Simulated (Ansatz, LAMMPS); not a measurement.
## Glassy 88B2O3-12MgO (mol %) (116 atoms): a short ab initio trajectory

How do the atoms of glassy 88B2O3-12MgO (mol %) (116 atoms) move, and what local order do they keep?

Method: Kohn-Sham DFT, RPBE, PAW (set soft_2), plane waves, in Ansatz 0.2.0.

## 1. Starting point

The cell holds 116 atoms: 44 B, 3 Mg and 69 O. Its edges and angles: a = 10.817 Å, b = 10.817 Å, c = 10.817 Å, α = 90.0°, β = 90.0°, γ = 90.0°. 116 atoms (44 B, 3 Mg, 69 O) placed at random at 1.99 g/cm³, melted at 3000 K for 20 ps at fixed volume with the Buckingham and Coulomb pair potential of Guillot and Sator (Geochim. Cosmochim. Acta 71, 1249 (2007)) with the boron terms of Wang et al. (J. Non-Cryst. Solids 498, 294 (2018)). Quenched from 3000 K to 300 K at 50 K/ps and fixed volume, held 10 ps at zero pressure.

Before any run, some limits are plain. The quench rate of 50 K/ps is orders of magnitude faster than experiment, which tends to freeze in extra defects. The starting topology of bonds comes from the classical model. The Brillouin zone is sampled at Γ only, in a cell whose shortest periodic width is 11 Å.

## 2. Single point at the start

A single point comes first, to see the forces before anything moves.

input.yaml reads:

```yaml
crystal:
  lattice:
    - [10.81665, 0.0, 0.0]
    - [0.0, 10.81665, 0.0]
    - [0.0, 0.0, 10.81665]
  atoms:
    - { symbol: B, position: [0.14031, 0.88504, 0.1954] }
    - { symbol: B, position: [0.04745, 0.0771, 0.85891] }
    - { symbol: B, position: [0.7669, 0.86985, 0.3054] }
    - { symbol: B, position: [0.54088, 0.38257, 0.48018] }
    [... 106 atom lines left out ...]
    - { symbol: O, position: [0.32684, 0.06358, 0.70603] }
    - { symbol: O, position: [0.62612, 0.32246, 0.55178] }
    - { symbol: O, position: [0.22728, 0.46212, 0.67741] }
    - { symbol: O, position: [0.9018, 0.36633, 0.31317] }
    - { symbol: O, position: [0.97523, 0.1595, 0.33675] }
    - { symbol: O, position: [0.55514, 0.10362, 0.35283] }
kpoints:
  mp_grid: { grid: [1, 1, 1] }
hamiltonian:
  xc: rpbe
scf:
  occupations: { method: fixed }
output:
  forces: true
```

Command:

```sh
> ansatz run input.yaml --threads 4 --pin off --max-ram 8192MiB --backend cpu --events-out ev --progress --plain --runs-dir out
```

Wall time 9.3 s (4 threads of Arm Neoverse V2, shared host); peak memory 1.5 GiB.

Numbers from this run:

| Item | Value |
| --- | --- |
| free energy | -52048.4096 eV |
| free energy per atom | -448.6932 eV/atom |
| SCF cycles | 9 |
| r.m.s. force component | 1.063 eV/Å |
| longest force | 4.069 eV/Å |
| Fermi energy | 3.489 eV |

The r.m.s. force component of 1.1 eV/Å sets the starting point.

Neighbours are counted within 1.83 Å (O-B), 2.52 Å (O-Mg).

Length of the force by element and coordination:

```
element  coordination  atoms  mean length of the force (eV/Å)  spread  least  most
      B           all     44                             2.18   0.776  0.737  4.07
      B             3     39                             2.18   0.787  0.737  4.07
      B             4      5                             2.19   0.681   1.18  3.20
     Mg           all      3                             1.07   0.638  0.516  1.96
      O           all     69                             1.33   0.675  0.117  3.54
      O             2     55                             1.27   0.699  0.117  3.54
      O             3     14                             1.55   0.519  0.917  2.40
```

## 3. Dynamics started at 300 K

A Nosé–Hoover thermostat steers the temperature while disturbing the dynamics little. The time step is 1.0 fs.

input.yaml: that of step 2 with these lines changed.

```diff
@@ -15 +15,8 @@
   forces: true
+md:
+  timestep: 1.0
+  n_steps: 264
+  ensemble: nvt_nose_hoover
+  temperature: 300
+  initial_velocities: maxwell_boltzmann
+  seed: 1047
```

Elapsed: 28 min, on 4 threads; peak memory 1.7 GiB; 1.8 h of CPU time.

The program notes that it switched symmetry off.

Rows from the run:

```
time (fs)  T (K)  potential (meV/atom)  conserved (meV/atom)
      0.0    300                   0.0                  0.00
     18.0    483                 -24.3                 -0.07
     35.0    552                 -35.9                 -0.04
     53.0    526                 -38.5                 -0.09
     70.0    490                 -39.1                 -0.09
     88.0    550                 -51.3                 -0.14
    106.0    546                 -55.8                 -0.14
    123.0    518                 -58.0                 -0.13
    141.0    471                 -58.1                 -0.16
    158.0    440                 -59.2                 -0.15
    176.0    428                 -62.3                 -0.17
    194.0    406                 -64.2                 -0.17
    211.0    373                 -63.9                 -0.18
    229.0    366                 -66.7                 -0.19
    246.0    384                 -72.3                 -0.23
    264.0    340                 -69.9                 -0.20
```

Mean square displacement from the first frame to the last: B 0.74 Å², Mg 1.2 Å², O 0.95 Å².

Mean square displacement against time lag:

```
time lag (fs)   B (Å²)  Mg (Å²)   O (Å²)
          1.0   9.7e-5   5.5e-5   7.4e-5
          6.0  0.00327  0.00197  0.00259
         11.0  0.00935  0.00652  0.00818
         17.0   0.0171   0.0151   0.0177
         22.0   0.0227   0.0246   0.0274
         28.0   0.0293   0.0385   0.0407
         33.0   0.0346   0.0518   0.0530
         39.0   0.0406   0.0697   0.0689
         44.0   0.0457   0.0863   0.0829
         50.0   0.0538    0.108    0.101
         55.0   0.0633    0.128    0.117
         61.0   0.0770    0.155    0.138
         66.0   0.0894    0.179    0.156
         71.0    0.102    0.205    0.174
         77.0    0.116    0.239    0.197
         82.0    0.128    0.269    0.216
         88.0    0.142    0.307    0.239
         93.0    0.153    0.341    0.258
         99.0    0.168    0.383    0.281
        104.0    0.181    0.420    0.301
        110.0    0.199    0.465    0.325
        115.0    0.214    0.505    0.344
        121.0    0.234    0.553    0.369
        126.0    0.249    0.595    0.389
        132.0    0.268    0.645    0.415
```

Over the second half of 264 fs the temperature averages 403 K, falling from about 456 to 359 K (means over the first and last quarter of that half). The conserved energy stays within 0.23 meV/atom. From first frame to last Mg has the largest mean square displacement, 1.2 Å² at the end; the farthest move is 2.02 Å. The mean temperature of 403 K lies well off the 300 K of the input, so the thermostat hasn't yet brought the run to equilibrium. The count of bonds goes from 154 in the first frame to 154 in the last, by one set of cutoffs: 4 pairs passed out of them and 4 came within. The run spans 0.26 ps, too short for its means to be equilibrium values.

## 4. Local order late in the run

The g(r) is a mean over the second half; what follows it is taken at the last frame.

Bonds before and after, by the cutoffs listed below:

```
pair  bonds before  bonds after  mean before (Å)  mean after (Å)  spread before (Å)  spread after (Å)
 O-B           137          136            1.411           1.396              0.036             0.054
O-Mg            17           18            2.167           2.209              0.227             0.206
```

Density 2.17 g/cm³, 10.91 Å³ an atom.

Mean of 14 frames. Pair distribution functions g(r), in bins of 0.2 Å:

```
r (Å)  total   O-O    O-B  O-Mg   B-B  B-Mg  Mg-Mg
 1.20   0.02  0.00   0.04  0.00  0.00  0.00   0.00
 1.40   4.97  0.00  11.02  0.00  0.00  0.00   0.00
 1.60   0.26  0.00   0.57  0.00  0.00  0.00   0.00
 1.80   0.01  0.00   0.00  0.35  0.00  0.00   0.00
 2.00   0.10  0.00   0.00  3.16  0.00  0.00   0.00
 2.20   0.29  0.46   0.00  3.94  0.04  0.00   0.00
 2.40   1.81  4.46   0.00  0.92  1.36  0.36   0.00
 2.60   0.77  0.52   0.12  0.44  3.29  2.51   0.00
 2.80   0.54  0.55   0.45  0.33  0.61  2.31   0.00
 3.00   0.76  0.74   0.92  0.78  0.14  2.23   0.00
 3.20   1.01  0.95   1.23  1.18  0.38  1.56   0.00
 3.40   1.10  0.83   1.43  0.65  0.85  1.21   0.00
 3.60   1.33  0.96   1.86  0.61  0.86  0.46   1.19
 3.80   1.16  0.90   1.43  0.98  1.07  0.32   2.26
 4.00   1.01  0.88   0.97  1.35  1.41  0.73   3.52
 4.20   1.02  1.12   0.88  1.31  1.22  0.66   0.47
 4.40   1.06  1.23   0.83  1.20  1.33  0.87   0.00
 4.60   1.06  1.23   0.86  0.59  1.44  0.83   0.74
 4.80   1.02  1.20   0.86  0.82  1.12  0.71   2.08
 5.00   0.95  0.93   0.99  0.78  0.95  0.94   1.98
 5.20   0.95  0.91   1.02  1.02  0.78  1.05   0.00
```

Bonds by pair of elements; cutoffs follow the first minimum of g(r), held within bounds set by covalent radii, and pairs that aren't listed don't count as bonded:

```
pair A-B  cutoff (Å)  bonds  mean length (Å)  spread (Å)  shortest (Å)  B about A  A about B
     O-B        1.83    136             1.40       0.054          1.30       1.97       3.09
    O-Mg        2.75     18             2.21       0.206          1.88      0.261          6
```

How many atoms have how many bonded neighbours:

```
element  mean   2   3  4  5  6  7
      B  3.09   0  40  4  0  0  0
     Mg     6   0   0  0  1  1  1
      O  2.23  53  16  0  0  0  0
```

Bond angles (no mean is given where the spread exceeds 20°):

```
  angle  count  mean (°)  spread (°)
  O-B-O    144       118         7.1
  B-O-B     67       136        11.9
 O-Mg-O     46         -           -
 B-O-Mg     33       106        18.3
Mg-O-Mg      1       164           0
```

Oxygen atoms by the number of network formers (Si, P, Ge, B, Al, As, Ga) bound to them:

```
network formers bound to O  O atoms  per cent
                         0        0         0
                         1        2       2.9
                         2       67      97.1
```

Network units: each former by its oxygen neighbours and how many of them bridge to another former:

```
former  O neighbours  bridging O  atoms
     B             3           2      2
     B             3           3     38
     B             4           4      4
```

Bond length by coordination (bonds to H left out):

```
element  coordination  atoms  mean bond length (Å)
      B             3     40                  1.38
      B             4      4                   1.5
     Mg             5      1                  2.23
     Mg             6      1                  2.26
     Mg             7      1                  2.15
      O             2     53                  1.39
      O             3     16                  1.71
```

Rings of the network by King's shortest-path rule, up to 12 atoms, one path for each pair of neighbours; H, halogens, alkali and alkaline-earth atoms are left out, and the last column divides by all other atoms, bonded or not:

```
ring size (atoms)  rings  per network atom
                8      1             0.009
               10      2             0.018
               12      1             0.009
```

For some of the pairs, g(r) has its first main peak near 2.4 Å (O-O), 1.4 Å (O-B), 2.2 Å (O-Mg) and 2.6 Å (B-B). With the cutoffs above, 91 % of B atoms have 3 and 77 % of O atoms have 2 bonded neighbours. The O-B-O angle averages 118° with a spread of 7°. 97 % of the oxygens bridge two formers (B) and 3 % are non-bridging. The commonest B unit has 3 oxygens, 3 of them shared with other formers (38 of 44 atoms). Rings of 10 atoms are the most common (50 % of those counted); sizes run from 8 to 12, where the search stops.

## 5. Single point at the last frame

The last frame is solved again with fuller output, to read the electronic structure of a thermally displaced geometry.

input.yaml reads:

```yaml
crystal:
  lattice:
    - [10.81665, 0.0, 0.0]
    - [0.0, 10.81665, 0.0]
    - [0.0, 0.0, 10.81665]
  atoms:
    - { symbol: B, position: [0.18399, 0.91763, 0.13244] }
    - { symbol: B, position: [0.97663, 0.08472, 0.83519] }
    - { symbol: B, position: [0.8224, 0.87736, 0.29539] }
    - { symbol: B, position: [0.6087, 0.44938, 0.47802] }
    [... 106 atom lines left out ...]
    - { symbol: O, position: [0.28624, 0.06152, 0.71418] }
    - { symbol: O, position: [0.71786, 0.38864, 0.51332] }
    - { symbol: O, position: [0.19694, 0.47031, 0.61193] }
    - { symbol: O, position: [0.92256, 0.3131, 0.31339] }
    - { symbol: O, position: [0.02196, 0.10966, 0.2939] }
    - { symbol: O, position: [0.63006, 0.16603, 0.47748] }
kpoints:
  mp_grid: { grid: [1, 1, 1] }
hamiltonian:
  xc: rpbe
scf:
  occupations: { method: fixed }
output:
  forces: true
  stress: true
  populations: true
  dos:
    method: { smearing: { sigma: 0.08 } }
    de: 0.1
    projected: { site_lists: { B: [B], Mg: [Mg], O: [O] } }
  eigenvalues: true
  write_density: true
  write_potential: true
  volumetric_format: npy
```

Run time: 19 s. Hardware: 4 threads; peak memory 1.7 GiB; 72 s of CPU time.

Numbers from this run:

```
free energy                                      : -52056.5135 eV
free energy per atom                             : -448.7630 eV/atom
SCF cycles                                       : 9
pressure                                         : 2.746 GPa
r.m.s. force component                           : 0.8229 eV/Å
longest force                                    : 3.842 eV/Å
Fermi energy                                     : 3.042 eV
gap (highest filled to lowest empty level) : 4.097 eV
spilling of the projection                       : 0.009048
```

Neighbours are counted within 1.83 Å (O-B), 2.75 Å (O-Mg), the cutoffs taken from the dynamics.

Length of the force by element and coordination:

```
element  coordination  atoms  mean length of the force (eV/Å)  spread  least   most
      B           all     44                             1.38   0.564  0.168   2.64
      B             3     40                             1.39   0.586  0.168   2.64
      B             4      4                             1.35   0.273  0.964   1.69
     Mg           all      3                            0.595   0.173  0.355  0.761
     Mg             5      1                            0.355       0  0.355  0.355
     Mg             6      1                            0.667       0  0.667  0.667
     Mg             7      1                            0.761       0  0.761  0.761
      O           all     69                             1.24   0.667  0.162   3.84
      O             2     53                             1.27   0.701  0.263   3.84
      O             3     16                             1.12   0.523  0.162   2.04
```

Löwdin charges by element and coordination (they lack the spilled electrons, 0.045 e an atom on average):

```
element  coordination  atoms  mean charge (e)  spread   least    most
      B           all     44            0.670  0.0319   0.584   0.720
      B             3     40            0.675  0.0282   0.584   0.720
      B             4      4             0.62  0.0227   0.590   0.643
     Mg           all      3             1.69  0.0094    1.68     1.7
     Mg             5      1             1.70       0    1.70    1.70
     Mg             6      1             1.68       0    1.68    1.68
     Mg             7      1              1.7       0     1.7     1.7
      O           all     69           -0.425  0.0829  -0.847  -0.355
      O             2     53           -0.399  0.0569  -0.778  -0.355
      O             3     16           -0.512  0.0949  -0.847  -0.395
```

Density of states as counts of states in windows of 1 eV (from the Fermi level), total and the larger projections:

```
from (eV)  to (eV)  total   O p  B p
      -14      -12    0.0   0.0  0.0
      -12      -11    1.9   1.4  0.2
      -11      -10   12.3   8.9  0.8
      -10       -9   26.3  18.5  3.0
       -9       -8   33.4  23.0  6.7
       -8       -7   33.7  23.0  8.8
       -7       -6   27.3  18.9  7.0
       -6       -5   31.1  22.1  7.1
       -5       -4   46.6  36.1  7.5
       -4       -3   58.3  50.0  5.3
       -3       -2   72.9  68.0  2.6
       -2       -1   54.8  52.2  1.2
       -1        0   14.5  13.9  0.3
        0        1    0.9   0.8  0.0
        1        3    0.0   0.0  0.0
        3        4    0.1   0.0  0.1
        4        5   12.9   2.0  8.4
```

The curve was stored every 0.10 eV, coarse against its broadening of 0.08 eV, so these counts are rough.

With fixed occupations the program's Fermi level is the highest filled level; weight inside the gap is the broadening of levels at its edges.

Between -26 and -14 eV lie 138 more states.

The stored curve holds about 552 of the 576 electrons; the rest, give or take the few that broadening carries across the Fermi level, lie in deeper levels below its range.

The levels nearest the highest filled one (over half full), pooled over k-points and spins:

```
level less the highest filled one (eV)  occupation
                                -0.898           2
                                -0.783           2
                                -0.693           2
                                -0.436           2
                                -0.412           2
                                     0           2
                                  4.10           0
                                  4.34           0
                                  4.40           0
                                  4.64           0
                                  4.77           0
                                  4.88           0
```

Mean Löwdin charges: B +0.67, Mg +1.69, O -0.43 e (they miss 0.90 % of the electrons, so they add up to more than the cell's charge). The largest share in the top eV of filled states is O p (96 % of the projected weight), and in the lowest eV of empty states B p (69 % of the projected weight).

## 6. What came out

```json
{"mean temperature, second half": "402.7 K", "temperature swing, second half": "42.4 K", "slope of the conserved energy against time, by least squares": "-0.5508 meV/atom/ps", "free energy per atom": "-448.7630 eV/atom", "pressure": "2.746 GPa", "r.m.s. force component": "0.8229 eV/Å", "gap (highest filled to lowest empty level)": "4.097 eV", "wall time of the 3 DFT runs": "28 min"}
```

What this shows: Over the second half of 264 fs the temperature averages 403 K, falling from about 456 to 359 K (means over the first and last quarter of that half). The conserved energy stays within 0.23 meV/atom. The mean temperature of 403 K lies well off the 300 K of the input, so the thermostat hasn't yet brought the run to equilibrium. The count of bonds goes from 154 in the first frame to 154 in the last, by one set of cutoffs: 4 pairs passed out of them and 4 came within. The run spans 0.26 ps, too short for its means to be equilibrium values. With the cutoffs above, 91 % of B atoms have 3 and 77 % of O atoms have 2 bonded neighbours. 97 % of the oxygens bridge two formers (B) and 3 % are non-bridging.

The highest filled and lowest empty levels differ by 4.10 eV (at Γ alone); a semilocal functional tends to put such gaps too low. In a disordered cell it changes from sample to sample, and tail or defect levels can set it.

**Limits.** The network of bonds at the start is that of the classical potential that made the cell; in DFT 4 of its 154 bonded pairs passed out of the cutoffs and 4 came within them. The pressure of 2.7 GPa is that of one thermal frame at a volume set beforehand, without the kinetic term.

[Logs are printed without paths, hosts, clocks, repeated set-up lines and the standing remarks that a program may print on its own settings, such as how far it seeks lower states.]

[Hosts, paths, dates, database ids (printed as entryN), source tags and the programs' standing remarks are cut or masked in the printed files.]
